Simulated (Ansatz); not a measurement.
# LaVO4 (P2_1/c): the HSE06 gap against the k mesh of the hybrid

Wanted: the cheapest k mesh of the hybrid that holds the HSE06 gap of LaVO4 (P2_1/c).

Main program and level: Ansatz 0.2.0; DFT, HSE06, plane waves, PAW.

## Step 1: Set-up

Symmetry: P2_1/c, No. 14, monoclinic system. Conventional cell: a = 6.725 Å, b = 7.283 Å, c = 8.399 Å, α = 90.00°, β = 125.80°, γ = 90.00°. Nearest to La lie 9 O at 2.49 to 2.89 Å. V has 4 O at 1.70 to 1.72 Å nearest. Nearest to O lie 1 V at 1.72 Å and 2 La at 2.49 to 2.53 Å. O has 1 V at 1.70 Å and 2 La at 2.50 to 2.53 Å nearest. Nearest to O lie 1 V at 1.70 Å and 2 La at 2.52 to 2.68 Å. Nearest to O lie 1 V at 1.72 Å and 3 La at 2.56 to 2.89 Å. Farther neighbours, and contacts between anions beyond the nearest, are not listed.

The cell and positions come from the Crystallography Open Database and are kept as given unless a step says otherwise. The default PAW set here is soft_2. Its files were made with PBE.

## Step 2: k mesh of the hybrid: 2×2×2

The input, input.yaml:

```yaml
crystal:
  lattice:
    - [6.725, 0.0, 0.0]
    - [0.0, 7.2827, 0.0]
    - [-4.9123006198, 0.0, 6.8121466218]
  atoms:
    - { symbol: La, position: [0.827399, 0.157198, 0.723776] }
    - { symbol: La, position: [0.172601, 0.657198, 0.776224] }
    - { symbol: La, position: [0.172601, 0.842802, 0.276224] }
    - { symbol: La, position: [0.827399, 0.342802, 0.223776] }
    - { symbol: V, position: [0.31429, 0.16481, 0.69917] }
    - { symbol: V, position: [0.68571, 0.66481, 0.80083] }
    - { symbol: V, position: [0.68571, 0.83519, 0.30083] }
    - { symbol: V, position: [0.31429, 0.33519, 0.19917] }
    - { symbol: O, position: [0.8171, 0.4979, 0.7446] }
    - { symbol: O, position: [0.1829, 0.9979, 0.7554] }
    - { symbol: O, position: [0.1829, 0.5021, 0.2554] }
    - { symbol: O, position: [0.8171, 0.0021, 0.2446] }
    - { symbol: O, position: [0.6098, 0.2795, 0.3821] }
    - { symbol: O, position: [0.3902, 0.7795, 0.1179] }
    - { symbol: O, position: [0.3902, 0.7205, 0.6179] }
    - { symbol: O, position: [0.6098, 0.2205, 0.8821] }
    - { symbol: O, position: [0.6587, 0.895, 0.4829] }
    - { symbol: O, position: [0.3413, 0.395, 0.0171] }
    - { symbol: O, position: [0.3413, 0.105, 0.5171] }
    - { symbol: O, position: [0.6587, 0.605, 0.9829] }
    - { symbol: O, position: [0.8898, 0.8436, 0.8857] }
    - { symbol: O, position: [0.1102, 0.3436, 0.6143] }
    - { symbol: O, position: [0.1102, 0.1564, 0.1143] }
    - { symbol: O, position: [0.8898, 0.6564, 0.3857] }
kpoints:
  mp_grid: { grid: [2, 2, 2] }
  band_path:
    path:
      - [0.0, 0.0, 0.0]
      - [0.0, 0.5, 0.0]
      - [0.0, 0.5, 0.5]
      - [0.0, 0.0, 0.5]
      - [-0.5, 0.0, 0.5]
      - [-0.5, 0.5, 0.5]
      - [-0.5, 0.5, 0.0]
      - [-0.5, 0.0, 0.0]
      - [-0.5, 0.35, 0.0]
      - [-0.5, 0.1, 0.0]
    npoints: 1
hamiltonian:
  xc: hse06
scf:
  occupations: { method: fixed }
  n_extra_bands: 12
output:
  eigenvalues: true
```

Launch:

```console
ansatz run input.yaml --threads 24 --pin off --max-ram 82944MiB --backend cuda --events-out ev --progress --plain --runs-dir out --devices 1 --max-vram 78GiB
```

Standard output:

```text
scf.n_extra_bands = 12 over 96 filled bands (N_el = 192.0): the run solves 108 bands
GPUs: using 1 of 1 available (devices: 1).
Engine: ansatz 0.2.0, aarch64-unknown-linux-gnu
Pseudopotentials: kind: paw
Pseudopotential: La, paw, valence charge 11, recommended cutoff 420 eV (normal), La.paw.azcp
Pseudopotential: V, paw, valence charge 13, recommended cutoff 420 eV (normal), V.paw.azcp
Pseudopotential: O, paw, valence charge 6, recommended cutoff 420 eV (normal), O.paw.azcp
Functional definition: HSE06
  parameter a = 0.25
  parameter omega = 0.11/bohr
  exchange = pbe_x - a*pbe_x_sr(omega) + a*exact_x_sr(omega)
  correlation = pbe_c
davidson cushion auto → on  (no smearing: the cushion is to keep the highest requested band from converging to the state above it; pin scf.eigensolver.cushion to override)
[...]
Crystal: 24 atoms, lattice volume = 333.633 Å³
Basis set: ecut = 420 eV, 6513 PW (Γ)
Bands: 108, of which v1, the nominal top of the filled ones, is band 96 counted from 1 (95 counted from 0)
Symmetry: 4 space group operations
Space group: P21/c (ITA 14), of the structure as read, at distance tolerance 6.9e-5 Å
k-points: 8
Non-local potential: La, projectors of the file, l = 0: 3, l = 1: 2, l = 2: 2, l = 3: 3
Non-local potential: V, projectors of the file, l = 0: 3, l = 1: 2, l = 2: 3, l = 3: 1
Non-local potential: O, projectors of the file, l = 0: 2, l = 1: 2, l = 2: 1
PAW form: soft (Blöchl's): semilocal exchange-correlation on the pseudo side does not see the compensation charge
PAW frozen core: La, regenerated for the run's functional, and the local potential with it (the file was generated under x = pbe(κ = 0.804, μ = 0.219515), c = pbe(β = 0.066725))
PAW frozen core: V, regenerated for the run's functional, and the local potential with it (the file was generated under x = pbe(κ = 0.804, μ = 0.219515), c = pbe(β = 0.066725))
PAW frozen core: O, regenerated for the run's functional, and the local potential with it (the file was generated under x = pbe(κ = 0.804, μ = 0.219515), c = pbe(β = 0.066725))
PAW one-centre angular grid: La, 590 points (default); XC on 64 Gauss nodes
PAW one-centre angular grid: V, 590 points (default); XC on 64 Gauss nodes
PAW one-centre angular grid: O, 110 points (default); XC on 96 Gauss nodes
Initial density: superposition of atomic densities (neutral atoms: chi_scale 0, normalization atom), corrected by the library's trained network
Initial wavefunctions: pseudopotential atomic-orbital guess
[...]
Functional: x = pbe(κ = 0.804, μ = 0.219515), c = pbe(β = 0.066725), warm-up for x = pbe(κ = 0.804, μ = 0.219515) + 0.25 (exact − pbe) at short range (hse, ω = 0.207870 Å⁻¹), c = pbe(β = 0.066725); HSE06 as pw.x's `hse` composes it (authors' and Libxc's form: `xc: wpbeh`)
SCF iter   1: F=—  HF=-45762.042948 eV  |F-HF|=—  |Δ(HF+E_count)|=         —  Δρ=3.01e-3  dr2=2.19e-2  ethr=1.77e-3  ⟨swp⟩=5.2  Hψ=4266  notcnv=0
preconditioner: auto → none  [insulator: Δε(μ)=3.558 eV  Ē_g=10.796 eV  n_scr=82 (ndim 8)  ℏωp=25.1 eV  f_vac=0.045]
SCF iter   2: F=—  HF=-45762.070622 eV  |F-HF|=—  |Δ(HF+E_count)|=   2.77e-2  Δρ=3.68e-3  dr2=5.08e-2  ethr=1.14e-5  ⟨swp⟩=8.5  Hψ=3737  notcnv=0  defer=34
[...]
SCF iter   5: F=-45762.065955 eV  HF=-45762.066085 eV  |F-HF|=1.30e-4  |Δ(HF+E_count)|=   1.99e-5  Δρ=4.01e-4  dr2=4.18e-4  ethr=1.94e-6  ⟨swp⟩=5.0  Hψ=2101  notcnv=0  defer=18
SCF 1 stopped early in 5 iterations: F = -45762.065955 eV  dr2 = 4.18e-4
  greatest PAW one-centre occupation: 1.000 electrons in one spin orbital (limit 2), on the V atom at site 7 (counted from 0), in its partial waves of l = 0
[...]
hybrid outer 1: dexx = +1.723e-1 eV, tail = 1.02e-3 eV
[...]
SCF 3 converged in 7 iterations: F = -45771.468164 eV  dr2 = 3.90e-8
hybrid outer 2: dexx = +3.847e-5 eV, tail = 4.23e-7 eV, Δε = 4.62e-3 eV (about 1.08e-4 eV left of the loop's levels)
[...]
E_xc         = -1819.283342
  E_vxc        = -2201.119440  (∫ρ·V_xc dr)
  E_exx        = -582.198323  (= α·E_x^exact, valence–valence)
  E_paw        = -28501.724322  (= ΣΔE_a)
  E_vpaw       = -1366.890725  (= ΣTr[D̂ρ^β])
  E_aug_tail   = 0.039965  (compensation charges beyond the density's cutoff)
  E_ewald      = -12619.089810
  E_core_change = -1.829496  (= ΣΔE_core)
  E_smearing   = -0.000000  (= −TS)
  E_closure    = 0.000000  (closes the sum)
  Σ components = -45771.468166   (vs F -45771.468166, Δ=0.00e0)
--- Band table (eV; the first three rows and the last of 8) ---
  k-point 0: bands = ["-61.8307", "-61.8306", "-61.8306", "-61.8306", "-34.2112", "-34.2108", "-34.2103", "-34.2096", "-34.1146", "-34.1139", "-34.1124", "-34.1123", "-34.0713", "-34.0707", "-34.0693", "-34.0689", "-25.4161", "-25.3708", "-25.3596", "-25.3586", "-12.0720", "-12.0505", "-12.0491", "-12.0412", "-11.8766", "-11.6518", "-11.6311", "-11.5631", "-11.5287", "-11.4604", "-11.4410", "-11.3294", "-11.2835", "- [...]
  k-point 1: bands = ["-61.8307", "-61.8307", "-61.8306", "-61.8306", "-34.2108", "-34.2108", "-34.2102", "-34.2102", "-34.1136", "-34.1136", "-34.1131", "-34.1131", "-34.0710", "-34.0710", "-34.0690", "-34.0690", "-25.3932", "-25.3932", "-25.3590", "-25.3590", "-12.1656", "-12.1656", "-12.0590", "-12.0590", "-11.7281", "-11.7281", "-11.5889", "-11.5889", "-11.5179", "-11.5179", "-11.4125", "-11.4125", "-11.2710", "- [...]
  k-point 2: bands = ["-61.8306", "-61.8306", "-61.8306", "-61.8306", "-34.2111", "-34.2111", "-34.2099", "-34.2099", "-34.1143", "-34.1143", "-34.1123", "-34.1123", "-34.0703", "-34.0703", "-34.0698", "-34.0698", "-25.3920", "-25.3920", "-25.3604", "-25.3604", "-12.1622", "-12.1622", "-11.9850", "-11.9850", "-11.8332", "-11.8332", "-11.6758", "-11.6758", "-11.5152", "-11.5152", "-11.2589", "-11.2589", "-11.1951", "- [...]
  k-point 7: bands = ["-61.8306", "-61.8306", "-61.8306", "-61.8306", "-34.2105", "-34.2105", "-34.2105", "-34.2105", "-34.1135", "-34.1135", "-34.1131", "-34.1131", "-34.0703", "-34.0703", "-34.0698", "-34.0698", "-25.3850", "-25.3850", "-25.3642", "-25.3642", "-12.3087", "-12.3087", "-12.1511", "-12.1511", "-11.8495", "-11.8495", "-11.5326", "-11.5326", "-11.3631", "-11.3631", "-11.2643", "-11.2643", "-11.1778", "- [...]
```

Run time: 17 s. Hardware: 1 × NVIDIA GB200 (shared by 2 runs) with 24 threads of Arm Neoverse V2, shared host; peak memory 1.9 GiB.

In the SCF lines HF is the Harris–Foulkes energy and dr2 the Hartree energy of the density residual, in eV; the loop may stop once dr2 is under the threshold and the program's other checks hold. Hψ counts applications of the Hamiltonian.

This step gave:

```
gap                     : 5.123 eV
valence top at          : Y_2
conduction bottom at    : k = (-0.500, 0.350, 0.000)
least direct gap        : 5.224 eV
exact-exchange fraction : 0.25
```

The gap is indirect, with the least direct gap 0.10 eV higher.

## Step 3: k mesh of the hybrid: 4×4×4

input.yaml, as its differences from that of step 2:

```diff
@@ -31,3 +31,3 @@
 kpoints:
-  mp_grid: { grid: [2, 2, 2] }
+  mp_grid: { grid: [4, 4, 4] }
   band_path:
```

Standard output:

```text
[...]
GPUs: using 1 of 1 available (devices: 1).
[...]
Crystal: 24 atoms, lattice volume = 333.633 Å³
Basis set: ecut = 420 eV, 6513 PW (Γ)
Bands: 108, of which v1, the nominal top of the filled ones, is band 96 counted from 1 (95 counted from 0)
[... 1 set-up line as in the run before ...]
[...]
k-points: 30 of 64
[...]
E_xc         = -1819.277860
  E_vxc        = -2201.112705  (∫ρ·V_xc dr)
  E_exx        = -582.194557  (= α·E_x^exact, valence–valence)
  E_paw        = -28501.724615  (= ΣΔE_a)
  E_vpaw       = -1366.892624  (= ΣTr[D̂ρ^β])
  E_aug_tail   = 0.039965  (compensation charges beyond the density's cutoff)
  E_ewald      = -12619.089810
  E_core_change = -1.829496  (= ΣΔE_core)
  E_smearing   = -0.000000  (= −TS)
  E_closure    = -0.000000  (closes the sum)
  Σ components = -45771.474274   (vs F -45771.474274, Δ=0.00e0)
--- Band table (eV; the first three rows and the last of 30) ---
[...]
```

The job ended after 69 s (1 × NVIDIA GB200 (shared by 2 runs) with 24 threads; peak memory 4 GiB; 17 min of CPU time).

Read from the output:

```yaml
gap: 5.124 eV
valence_top_at: Y_2
conduction_bottom_at: k = (-0.500, 0.350, 0.000)
least_direct_gap: 5.224 eV
```

The gap is 5.124 eV, as in the run before at this level.

## Step 4: The series

Differences are against the last row; a negative gap means that bands overlap, and a run with a band path holds that path's time. Times are wall times on 1 × NVIDIA GB200 (shared by 2 runs) with 24 threads of Arm Neoverse V2, shared host, good to a factor of about two.

```csv
k mesh of the hybrid,gap (eV),direct gap (eV),gap error (eV),energy error (meV/atom),irreducible k,time
2×2×2,5.123,5.224,−0.0003,+0.3,8,17 s
4×4×4,5.124,5.224,+0.000,+0.0,30,69 s
```

## Step 5: Summary of results

```
2×2×2 : 5.123 eV
4×4×4 : 5.124 eV
```

The gap holds to 0.02 eV from 2×2×2 on, the cheapest setting tried. At 2×2×2 the gap is off by −0.0003 eV and the energy by +0 meV/atom. The gap is read over the mesh and added points near the edges, so meshes differ mainly through the density and, for a hybrid, the exchange operator. The runs have no spin polarisation. For a closed low-spin shell that is the natural state; where a d or f shell is open it is a constraint, and the gap is then not the crystal's own.

[Long decimals in the printed logs are rounded to 6 places.]

[Logs are printed without paths, hosts, clocks, repeated set-up lines and the standing remarks that a program may print on its own settings, such as how far it seeks lower states.]

[Paths, hosts, dates, memory and timing lines, banners, echoed tables and standing remarks are left out of the program output; an Ansatz launch command may be rebuilt from the run's recorded settings. Measured values are a selection of at most five: reports struck by readers or far from the other reports are left out. None is set beside runs whose start may be inverted or whose files or cutoffs have a known fault.]

[Runs of the session that timed out or met a known fault of the program may be left out.]

[Cells called generated may have been cut or substituted from an entry of the Crystallography Open Database or the Materials Project.]

[Hosts, paths, dates, database ids (printed as entryN), source tags and the programs' standing remarks are cut or masked in the printed files.]

[Where the starting crystal was built by hand or by swapping elements, it need not be the compound's stable phase.]
